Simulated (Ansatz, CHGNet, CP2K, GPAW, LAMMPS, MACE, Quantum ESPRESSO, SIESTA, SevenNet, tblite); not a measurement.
**Amorphous 71GeO2-29Lu2O3 (mol %) (61 atoms) in SIESTA**

How do the settings of SIESTA change the result for amorphous 71GeO2-29Lu2O3 (mol %) (61 atoms)? A plane-wave run serves as the yardstick.

Program: SIESTA 5.4.2. Level of theory: the method is named at each step. Values are calculated unless marked as measured.

**1. The starting structure**

The cell holds 61 atoms: 12 Ge, 10 Lu and 39 O. Its edges and angles: a = 9.737 Å, b = 9.737 Å, c = 9.737 Å, α = 90.0°, β = 90.0°, γ = 90.0°. 61 atoms (12 Ge, 10 Er, 39 O) placed at random at 5.59 g/cm³, melted at 5000 K for 10 ps at fixed volume with the Morse and Coulomb pair potential with partial charges (Pedone, Malavasi, Menziani, Cormack and Segre, J. Phys. Chem. B 110, 11780 (2006)). Quenched from 5000 K to 300 K at 20 K/ps and fixed volume, held 10 ps at zero pressure, then minimised at fixed cell. Then Er was replaced by Lu and the cell scaled by 1.003 (the potential has no terms for the new elements, so the cell is a start for a DFT relaxation).

The yardstick, on the same geometry:

* method: Kohn-Sham DFT, PBE, PAW, plane waves (Ansatz 0.2.0); cutoff 420 eV, Γ point, fermi-dirac smearing of 0.05 eV; PAW set soft_2
* r.m.s. force component: 0.8796 eV/Å
* longest force: 2.694 eV/Å
* pressure: 0.8971 GPa
* gap (highest filled to lowest empty level): 2.07 eV
* SCF cycles: 11
* time: 9.4 s on 8 threads of Arm Neoverse V2, shared host
* CPU time: 64 s

**2. PBE, DZP, shift 0.01 Ry, mesh 500 Ry**

Method: Kohn-Sham DFT, PBE, PseudoDojo 0.4.1 norm-conserving pseudopotentials (converted to PSML), numerical atomic orbitals (DZP), diagonalisation.

The .psml files are PseudoDojo norm-conserving potentials that we converted to this format, checked against plane waves on the same files for H, C, O, Si, Ge and Ca alone.

input.fdf reads:

```
SystemLabel cell
NumberOfAtoms 61
NumberOfSpecies 3
%block ChemicalSpeciesLabel
  1 32 Ge
  2 71 Lu
  3 8 O
%endblock ChemicalSpeciesLabel
LatticeConstant 1.0 Ang
%block LatticeVectors
  9.73719 0.00000 0.00000
  0.00000 9.73719 0.00000
  0.00000 0.00000 9.73719
%endblock LatticeVectors
PAO.BasisSize DZP
PAO.EnergyShift 0.01 Ry
XC.Functional GGA
XC.Authors PBE
MeshCutoff 500 Ry
%block kgrid_Monkhorst_Pack
  1 0 0 0.0
  0 1 0 0.0
  0 0 1 0.0
%endblock kgrid_Monkhorst_Pack
SolutionMethod diagon
OccupationFunction FD
ElectronicTemperature 580 K
SCF.Mixer.Method Pulay
SCF.Mixer.Weight 0.15
SCF.Mixer.History 8
SCF.Mix Hamiltonian
MaxSCFIterations 300
SCF.DM.Tolerance 1e-04
SCF.H.Tolerance 1.0e-3 eV
WriteForces T
Write.HirshfeldPop T
Write.VoronoiPop T
Write.DM F
Write.H F
XML.Write F
AtomicCoordinatesFormat Fractional
%block AtomicCoordinatesAndAtomicSpecies
  0.82241 0.51060 0.25217 1
  0.99609 0.21287 0.32606 1
  0.87515 0.41423 0.82136 1
  0.02992 0.81763 0.58292 1
  0.34347 0.23994 0.29850 1
  0.61941 0.05733 0.27722 1
  0.47346 0.33220 0.59674 1
  0.60179 0.73868 0.36767 1
  0.66515 0.30057 0.03884 1
  0.78932 0.18786 0.57028 1
  0.18145 0.55436 0.77224 1
  0.70211 0.87405 0.67380 1
  0.27746 0.55536 0.47518 2
  0.85159 0.71869 0.92956 2
  0.13369 0.18586 0.65167 2
  0.33706 0.24794 0.92144 2
  0.92607 0.07028 0.97344 2
  0.53572 0.87241 0.01970 2
  0.34994 0.56738 0.12885 2
  0.22782 0.90650 0.88134 2
  0.08026 0.76830 0.19568 2
  0.51723 0.58312 0.83413 2
  0.64293 0.14910 0.12661 3
  0.74934 0.04509 0.67492 3
  0.59704 0.79806 0.79155 3
  0.44940 0.10122 0.31192 3
  0.61350 0.88037 0.25188 3
  0.12401 0.15010 0.88116 3
  0.95659 0.11584 0.18924 3
  0.82700 0.29696 0.95324 3
  0.12008 0.66639 0.61298 3
  0.69817 0.41586 0.16642 3
  0.39886 0.34416 0.43144 3
  0.54531 0.64809 0.04646 3
  0.02905 0.85615 0.97860 3
  0.62992 0.82906 0.51845 3
  0.54958 0.34414 0.91557 3
  0.11911 0.94762 0.66661 3
  0.27490 0.46888 0.90875 3
  0.75640 0.92083 0.97393 3
  0.89272 0.29705 0.69336 3
  0.17612 0.57223 0.27426 3
  0.29028 0.69941 0.80539 3
  0.71924 0.12128 0.40498 3
  0.39991 0.03437 0.94970 3
  0.87199 0.80341 0.67614 3
  0.92010 0.37532 0.31709 3
  0.17438 0.21664 0.33595 3
  0.74942 0.53705 0.82722 3
  0.44743 0.65720 0.35398 3
  0.02252 0.83331 0.40907 3
  0.73301 0.62008 0.35788 3
  0.89790 0.62200 0.13563 3
  0.01132 0.53102 0.84278 3
  0.44775 0.50152 0.63956 3
  0.36383 0.32489 0.14812 3
[... 1 atom lines left out ...]
  0.28903 0.79342 0.09186 3
  0.96074 0.15791 0.49245 3
  0.17920 0.41540 0.64999 3
  0.64373 0.29626 0.58965 3
%endblock AtomicCoordinatesAndAtomicSpecies
```

Run with:

```
OMP_NUM_THREADS=1 mpirun -np 2 siesta < input.fdf > output.txt
```

Standard output:

```text
Version         : 5.4.2
reinit: System Name:
reinit: System Label: cell
initatom: Reading input for the pseudopotentials and atomic orbitals ----------
Species number:   1 Atomic number:   32 Label: Ge
Species number:   2 Atomic number:   71 Label: Lu
Species number:   3 Atomic number:    8 Label: O
Ground state valence configuration (from tables):   4s02  4p02  4d00  4f00
Ground state valence configuration (from tables):   6s02  6p00  5d01  4f14
Ground state valence configuration (from tables):   2s02  2p04  3d00  4f00
---- Processing specs for species: Ge
GGA--PBE XC_GGA_X_PBE--XC_GGA_C_PBE pb
Semicore shell(s) with 10 electrons included in the valence for Ge
---- Processing specs for species: Lu
GGA--PBE XC_GGA_X_PBE--XC_GGA_C_PBE pb
Semicore shell(s) with  8 electrons included in the valence for Lu
---- Processing specs for species: O
GGA--PBE XC_GGA_X_PBE--XC_GGA_C_PBE pb
Semicore shell(s): 3d
Fallback to non-perturbative polarization scheme for Ge
Please see the manual if this is not desired in principle
Semicore shell(s): 5s 5p
Fallback to non-perturbative polarization scheme for Lu
Please see the manual if this is not desired in principle
Warning: For Lu lmxkb would have been set to 4
Setting it to maximum value of 3 (f projector)
Ge pseudopotential only contains V_ls up to l=2 -- lmxkb reset.
O pseudopotential only contains V_ls up to l=2 -- lmxkb reset.
Using PAO.SplitTailNorm
%block ChemicalSpeciesLabel
    1   32 Ge                      # Species index, atomic number, species label
    2   71 Lu                      # Species index, atomic number, species label
    3    8 O                       # Species index, atomic number, species label
%endblock ChemicalSpeciesLabel
%block PAO.Basis                 # Define Basis set
Ge                    4                    # Species label, number of l-shells
 n=4   0   2                         # n, l, Nzeta
   5.264      3.748
   1.000      1.000
 n=4   1   2                         # n, l, Nzeta
   6.996      5.083
[...]
n=3   2   1                         # n, l, Nzeta
   2.782
   1.000
[...]
6.996
[...]
Lu                    6                    # Species label, number of l-shells
[...]
7.718
   1.000
[...]
n=4   3   2                         # n, l, Nzeta
[...]
O                     2                    # Species label, number of l-shells
 n=2   0   2                         # n, l, Nzeta
[...]
n=2   1   2 P   1                   # n, l, Nzeta, Polarization, NzetaPol
   4.300      2.782
   1.000      1.000
%endblock PAO.Basis
coor:   Atomic-coordinates input format  =     Fractional
siesta: System type = bulk
initatomlists: Number of atoms, orbitals, and projectors:     61  1053  1043
siesta: ******************** Simulation parameters ****************************
Total number of electrons:   652.000000
Total ionic charge:   652.000000
 Kpoints in:            1 . Kpoints trimmed:            1
siesta: k-grid: Number of k-points = 1
siesta: k-points from Monkhorst-Pack grid
siesta: k-cutoff (effective) =     4.869 Ang
siesta: k-point supercell and displacements
siesta: k-grid:     1     0     0      0.000
siesta: k-grid:     0     1     0      0.000
siesta: k-grid:     0     0     1      0.000
                     ====================================
                        Single-point calculation
                     ====================================
outcell: Unit cell vectors (Ang):
        9.737190    0.000000    0.000000
        0.000000    9.737190    0.000000
        0.000000    0.000000    9.737190
outcell: Cell vector modules (Ang)   :    9.737190    9.737190    9.737190
outcell: Cell angles (23,13,12) (deg):     90.0000     90.0000     90.0000
outcell: Cell volume (Ang**3)        :    923.2109
Gamma-point calculation with multiply-connected orbital pairs
Gamma-point calculation with multiply-connected orbital pairs
Folding of H and S implicitly performed
Folding of H and S implicitly performed
new_DM -- step:     1
Initializing Density Matrix...
Attempting to read DM from file... Failed...
DM filled with atomic data:
InitMesh: MESH = 144 x 144 x 144 = 2985984
InitMesh: Mesh cutoff (required, used) =   500.000   604.449 Ry
stepf: Fermi-Dirac step function
        iscf     Eharris(eV)        E_KS(eV)     FreeEng(eV)     dDmax    Ef(eV) dHmax(eV)
   scf:    1  -113526.825637  -113695.819956  -113695.873610  1.781141 -3.767684 12.676420
   scf:    2  -113800.206412  -113753.127966  -113753.127966  0.086693 -4.361217  7.053136
   scf:    3  -113788.613611  -113781.182896  -113781.182896  0.113878 -4.595573  2.413460
[...]
scf:   12  -113782.571085  -113782.571081  -113782.571081  0.000170 -4.824816  0.001151
   scf:   13  -113782.571083  -113782.571082  -113782.571082  0.000072 -4.824343  0.000617
SCF Convergence by DM+H criterion
max |DM_out - DM_in|         :     0.0000724686
max |H_out - H_in|      (eV) :     0.0006171210
SCF cycle converged after 13 iterations
Using DM_out to compute the final energy and forces
siesta: E_KS(eV) =          -113782.5711
siesta: E_KS - E_eggbox =   -113782.5711
siesta: Atomic forces (eV/Ang):
     1    0.158400   -0.970702   -1.128129
     2   -1.003284    0.715152   -1.678494
     3   -0.498735    0.598732    0.088347
[...]
60    0.164254   -0.933629   -1.403589
    61    1.827264    0.972249    0.262692
----------------------------------------
   Tot   -0.012044   -0.017479    0.004657
----------------------------------------
   Max    3.075355
   Res    1.214699    sqrt( Sum f_i^2 / 3N )
----------------------------------------
   Max    3.075355    constrained
Stress tensor Voigt[x,y,z,yz,xz,xy] (kbar):      -33.53      -24.89      -49.43      -11.41       -7.17       10.85
(Free)E + p*V (eV/cell)  -113761.8565
Target enthalpy (eV/cell)  -113782.5711
siesta: Program's energy decomposition (eV):
siesta: Ebs     =    -11961.993262
siesta: Eions   =    147119.446742
siesta: Ena     =     11878.650305
siesta: Ekin    =     76129.142015
siesta: Enl     =    -33254.690060
siesta: DEna    =       273.065957
siesta: DUscf   =        36.252489
siesta: Ex      =    -20530.951524
siesta: Ec      =     -1194.593524
siesta: Exc     =    -21725.545048
siesta: Eharris =   -113782.571083
siesta: Etot    =   -113782.571082
siesta: FreeEng =   -113782.571082
siesta: Final energy (eV):
siesta:  Band Struct. =  -11961.993262
siesta:       Kinetic =   76129.142015
siesta:       Hartree =   47125.122737
siesta:         Exch. =  -20530.951524
siesta:         Corr. =   -1194.593524
siesta:   Exch.-corr. =  -21725.545048
siesta:  Ion-electron = -164461.184350
siesta:       Ion-ion =  -50850.106437
siesta:         Total = -113782.571082
siesta:         Fermi =      -4.824343
siesta: Stress tensor (static) (eV/Ang**3):
siesta:    -0.020925    0.006775   -0.004478
siesta:     0.006775   -0.015534   -0.007122
siesta:    -0.004478   -0.007122   -0.030854
siesta: Cell volume =        923.210921 Ang**3
siesta: Pressure (static):
siesta:                Solid            Molecule  Units
siesta:           0.00024438         -0.00006382  Ry/Bohr**3
siesta:           0.02243752         -0.00585959  eV/Ang**3
siesta:          35.94887590         -9.38809535  kBar
    Orbital volume contribution        =          30.655131 eV
    (Free)E + p_basis*V_orbitals       =     -113751.915951 eV
    (Free)Eharris+ p_basis*V_orbitals  =     -113751.915952 eV
Hirshfeld Atomic Populations:
Atom #   charge [q] valence [e]  Species
     1     0.561849   13.438151  Ge
     2     0.531883   13.468117  Ge
     3     0.553159   13.446841  Ge
[...]
11     0.475244   13.524756  Ge
    12     0.551813   13.448187  Ge
    13     0.593199   24.406801  Lu
    14     0.534770   24.465230  Lu
    15     0.593369   24.406631  Lu
[...]
21     0.625390   24.374610  Lu
    22     0.509213   24.490787  Lu
    23    -0.249732    6.249732  O
    24    -0.282736    6.282736  O
    25    -0.269327    6.269327  O
[...]
60    -0.339145    6.339145  O
    61    -0.293066    6.293066  O
--------------------
 Total    -0.000011
```

Wall time 2.9 min (2 MPI ranks of Arm Neoverse V2, shared host); peak memory 2.2 GiB.

Banners and routine set-up lines are dropped from the logs; longer cuts are marked.

Against the reference:

* r.m.s. force component: 1.215 eV/Å
* r.m.s. difference of force components: 370.4 meV/Å
* longest difference of force vectors: 1114 meV/Å
* force difference over r.m.s. force: 42.11 %
* slope of forces against the reference's: 1.365
* correlation of force components: 0.9883
* gap (highest filled to lowest empty level): 1.909 eV
* gap difference: -0.1608 eV
* pressure: 3.595 GPa
* pressure difference: 2.698 GPa

This run lies far from the reference at the same functional.

Length of the force difference by element (eV/Å):

```csv
element,atoms,mean,most
Ge,12,0.26,0.45
Lu,10,0.11,0.17
O,39,0.71,1.1
```

Levels nearest the highest filled one (eV from it): -0.89, -0.88, -0.87, -0.80, -0.75, -0.61, -0.50, -0.46, -0.43, -0.28, -0.26, 0.00, 1.91, 3.53, 3.73, 3.92, 4.13, 4.27, 4.48, 4.58, 4.59, 4.80, 4.90, 4.93.

The surroundings of O59, picked at random, nearest first, numbered as they follow in the input and with coordinates relative to it.

```csv
atom,x,y,z,distance (Å),bonds,Hirshfeld charge (e),Fx,Fy,Fz (eV/Å)
O59,0.00,0.00,0.00,0.00,3,-0.23,0.81,-0.69,2.16
Ge2,0.34,0.54,-1.62,1.74,4,0.53,-1.00,0.72,-1.68
Ge10,-1.67,0.29,0.76,1.86,5,0.55,-1.62,-0.24,-0.78
Lu15,1.68,0.27,1.55,2.31,6,0.59,0.13,0.57,0.49
O41,-0.66,1.35,1.96,2.47,3,-0.26,1.86,-2.18,-2.10
O44,-2.35,-0.36,-0.85,2.53,2,-0.32,1.25,0.16,0.17
O48,2.08,0.57,-1.52,2.64,2,-0.27,-0.52,-0.64,1.82
O47,-0.40,2.12,-1.71,2.75,2,-0.29,0.50,0.99,1.34
O24,-2.06,-1.10,1.78,2.93,2,-0.28,0.38,1.25,1.88
O29,-0.04,-0.41,-2.95,2.98,2,-0.34,-0.57,-2.09,-2.93
O38,1.54,-2.05,1.70,3.07,3,-0.33,1.50,2.51,1.66
```

Forces lie 42 % from the reference's, at 5.4 times its CPU time (on 2 against 8 cores).

The difference per atom is largest on O (0.71 eV/Å on average, against 0.26 on Ge).

**3. PBE, SZP, shift 0.01 Ry, mesh 500 Ry**

Method: Kohn-Sham DFT, PBE, PseudoDojo 0.4.1 norm-conserving pseudopotentials (converted to PSML), numerical atomic orbitals (SZP), diagonalisation.

Changes to input.fdf since step 2:

```diff
@@ -14,3 +14,3 @@
 %endblock LatticeVectors
-PAO.BasisSize DZP
+PAO.BasisSize SZP
 PAO.EnergyShift 0.01 Ry
```

Run with:

```
OMP_NUM_THREADS=1 siesta < input.fdf > output.txt
```

Standard output:

```text
Version         : 5.4.2
reinit: System Name:
reinit: System Label: cell
initatom: Reading input for the pseudopotentials and atomic orbitals ----------
Species number:   1 Atomic number:   32 Label: Ge
Species number:   2 Atomic number:   71 Label: Lu
Species number:   3 Atomic number:    8 Label: O
Ground state valence configuration (from tables):   4s02  4p02  4d00  4f00
Ground state valence configuration (from tables):   6s02  6p00  5d01  4f14
Ground state valence configuration (from tables):   2s02  2p04  3d00  4f00
---- Processing specs for species: Ge
GGA--PBE XC_GGA_X_PBE--XC_GGA_C_PBE pb
Semicore shell(s) with 10 electrons included in the valence for Ge
---- Processing specs for species: Lu
GGA--PBE XC_GGA_X_PBE--XC_GGA_C_PBE pb
[... lines left out ...]
Total number of electrons:   652.000000
[... lines left out ...]
stepf: Fermi-Dirac step function
        iscf     Eharris(eV)        E_KS(eV)     FreeEng(eV)     dDmax    Ef(eV) dHmax(eV)
[... lines left out ...]
SCF Convergence by DM+H criterion
[... lines left out ...]
SCF cycle converged after 13 iterations
[... lines left out ...]
   Max    3.699226
[... lines left out ...]
   Max    3.699226    constrained
Stress tensor Voigt[x,y,z,yz,xz,xy] (kbar):      -52.93      -44.70      -69.10      -11.64       -7.73       11.05
[... lines left out ...]
siesta: DUscf   =        37.862684
siesta: Ex      =    -20552.718135
siesta: Ec      =     -1194.991175
siesta: Exc     =    -21747.709311
siesta: Eharris =   -113766.418916
siesta: Etot    =   -113766.418916
siesta: FreeEng =   -113766.418916
siesta: Final energy (eV):
siesta:  Band Struct. =  -11869.979741
siesta:       Kinetic =   76335.116424
siesta:       Hartree =   47204.978657
siesta:         Exch. =  -20552.718135
siesta:         Corr. =   -1194.991175
siesta:   Exch.-corr. =  -21747.709311
siesta:  Ion-electron = -164708.698249
siesta:       Ion-ion =  -50850.106437
siesta:         Total = -113766.418916
siesta:         Fermi =      -4.643036
siesta: Stress tensor (static) (eV/Ang**3):
siesta:    -0.033039    0.006897   -0.004825
siesta:     0.006897   -0.027897   -0.007263
siesta:    -0.004825   -0.007263   -0.043129
siesta: Cell volume =        923.210921 Ang**3
siesta: Pressure (static):
siesta:                Solid            Molecule  Units
siesta:           0.00037781          0.00003151  Ry/Bohr**3
siesta:           0.03468848          0.00289327  eV/Ang**3
siesta:          55.57706861          4.63553411  kBar
    Orbital volume contribution        =          25.198194 eV
    (Free)E + p_basis*V_orbitals       =     -113741.220722 eV
    (Free)Eharris+ p_basis*V_orbitals  =     -113741.220722 eV
Hirshfeld Atomic Populations:
Atom #   charge [q] valence [e]  Species
     1     0.576963   13.423037  Ge
     2     0.548083   13.451917  Ge
     3     0.567910   13.432090  Ge
[...]
11     0.500583   13.499417  Ge
    12     0.567372   13.432628  Ge
    13     0.573160   24.426840  Lu
    14     0.519023   24.480977  Lu
    15     0.572743   24.427257  Lu
[...]
21     0.607640   24.392360  Lu
    22     0.496830   24.503170  Lu
    23    -0.257393    6.257393  O
    24    -0.290233    6.290233  O
    25    -0.269411    6.269411  O
[...]
60    -0.339189    6.339189  O
    61    -0.301734    6.301734  O
--------------------
 Total    -0.000014
```

The job ended after 4.1 min (1 thread; peak memory 1.6 GiB).

Compared with the plane-wave run:

```
r.m.s. force component                           : 1.348 eV/Å
r.m.s. difference of force components            : 510.4 meV/Å
longest difference of force vectors              : 1579 meV/Å
force difference over r.m.s. force               : 58.03 %
slope of forces against the reference's          : 1.505
correlation of force components                  : 0.9825
gap (highest filled to lowest empty level) : 1.837 eV
gap difference                                   : -0.2332 eV
pressure                                         : 5.558 GPa
pressure difference                              : 4.661 GPa
```

This is a coarse setting, run to see what it loses.

Against the first run (42 %), the force difference from the reference is 58 %, at 0.71 times the CPU time (on 1 against 2 cores), with 719 basis functions against 1053: the smaller basis costs accuracy.

The difference per atom is largest on O (0.97 eV/Å on average, against 0.34 on Ge).

(Part 1 of 2 ends here.)

[Long decimals in the printed logs are rounded to 6 places.]

[Also dropped from logs without a mark: lines with file paths, logging warnings of Python, QE's lines on negative density and diagonalisation, SIESTA's first energy breakdown, zero terms and Voronoi charges.]

[Logs are printed without paths, hosts, clocks, repeated set-up lines and the standing remarks that a program may print on its own settings, such as how far it seeks lower states.]

[Hosts, paths, dates, database ids (printed as entryN), source tags and the programs' standing remarks are cut or masked in the printed files.]

[Most failed runs of this program on this cell are left out, timed-out ones always.]
